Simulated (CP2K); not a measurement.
Consider p-benzoquinone at its PBE geometry (Å).

```xyz
12

O     2.6226    0.5406   -0.0010
C     1.4113    0.2877   -0.0076
C     0.4063    1.3745    0.0430
C    -0.9143    1.1068    0.0599
C    -1.4113   -0.2877    0.0076
O    -2.6226   -0.5406    0.0010
C    -0.4063   -1.3745   -0.0430
C     0.9143   -1.1068   -0.0599
H     0.8051    2.3892    0.0717
H    -1.6734    1.8886    0.1048
H    -0.8051   -2.3892   -0.0717
H     1.6734   -1.8886   -0.1048
```

Method: CP2K XAS_TDP, all-electron GAPW, PBEh(45%), aug-cc-pVDZ, TDA, GW2X-corrected core level, no relativity.

Where do the C K-edge lines lie, and how strong are they?

Leading lines: C2 287.64 eV and C3 285.98 eV. The leading line of an atom is its first one with 35 % of the strongest within 2.5 eV of its lowest line over the strength cut. Core ionisation energies at this level: C2 295.63 and C3 293.32 eV.

The first six lines of each atom with a strength over 0.0015:

```tsv
atom	energy (eV)	states	strength, one atom	above the computed threshold
C2 (bonded to 2 C and O), 2 alike	287.64	1	0.0461	
	292.02	1	0.0261	
	294.76	1	0.0044	
	296.02	1	0.0034	yes
	296.03	1	0.0045	yes
	296.52	1	0.0227	yes
C3 (bonded to 2 C and H), 4 alike	285.98	1	0.0361	
	289.13	1	0.0173	
	290.94	1	0.0015	
	291.18	1	0.0126	
	292.11	1	0.0050	
	292.81	1	0.0044
```

Lines are vertical, at one geometry, with no vibrational structure. GW2X ionisation energies and lines can be off by 1 to 2 eV either way, and a good line position may hide errors that cancel. These values hold no scalar relativity, about 0.1 eV for C 1s. Rydberg lines, and the discretised continuum above threshold, depend on the basis and the box.

[Banner, clock and machine lines of the logs are left out without a mark of their own.]

[Logs are printed without paths, hosts, clocks, repeated set-up lines and the standing remarks that a program may print on its own settings, such as how far it seeks lower states.]

[Hosts, paths, dates, database ids (printed as entryN), source tags and the programs' standing remarks are cut or masked in the printed files.]
